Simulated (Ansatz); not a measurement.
In doubt: masses and optical values from hybrid runs of this build are listed as unsure, which bears on the screening that GW takes from such a start.

Rows from a G0W0 calculation on Ga2O3 (R-3c) (Ansatz 0.2.0; G0W0 on HSE06, plane waves, PAW; 4×4×4 mesh, 220 empty bands, screening to 100 eV), in eV. Spin-orbit coupling is left out.

```
row                      k  band   start       Σx  Σc at the solution      Vxc
  A                      Γ    c1  12.469  -12.700              -3.524  -17.047
  B                      Γ    v1   7.673  -26.976               4.312  -22.733
  C  (0.000, 0.000, 0.250)    c2  16.415  -12.010              -4.060  -17.165
  D  (0.000, 0.000, 0.250)    v1   7.869  -27.505               4.369  -23.204
  E  (0.000, 0.000, 0.250)    c1  14.054  -13.631              -3.456  -18.062
  F                      Γ    c2  16.621  -12.273              -4.097  -17.520
```

Q: Give the quasiparticle energies and the shift of each level.

The quasiparticle equation reads E = start + Σx + Σc(E) − Vxc.

```
row  E (eV)  shift (eV)
  A  13.292      +0.823
  B   7.742      +0.069
  C  17.511      +1.095
  D   7.938      +0.069
  E  15.028      +0.975
  F  17.771      +1.150
```

The gap over the computed points goes from 4.60 eV to 5.35 eV.

Limits: not at the basis limit; no spin-orbit coupling.

[Paths, hosts, dates, memory and timing lines, banners, echoed tables and standing remarks are left out of the program output.]

[Logs are printed without paths, hosts, clocks, repeated set-up lines and the standing remarks that a program may print on its own settings, such as how far it seeks lower states.]

[Runs of the session that timed out or met a known fault of the program may be left out.]

[Cells called generated may have been cut or substituted from an entry of the Crystallography Open Database or the Materials Project.]

[Hosts, paths, dates, database ids (printed as entryN), source tags and the programs' standing remarks are cut or masked in the printed files.]
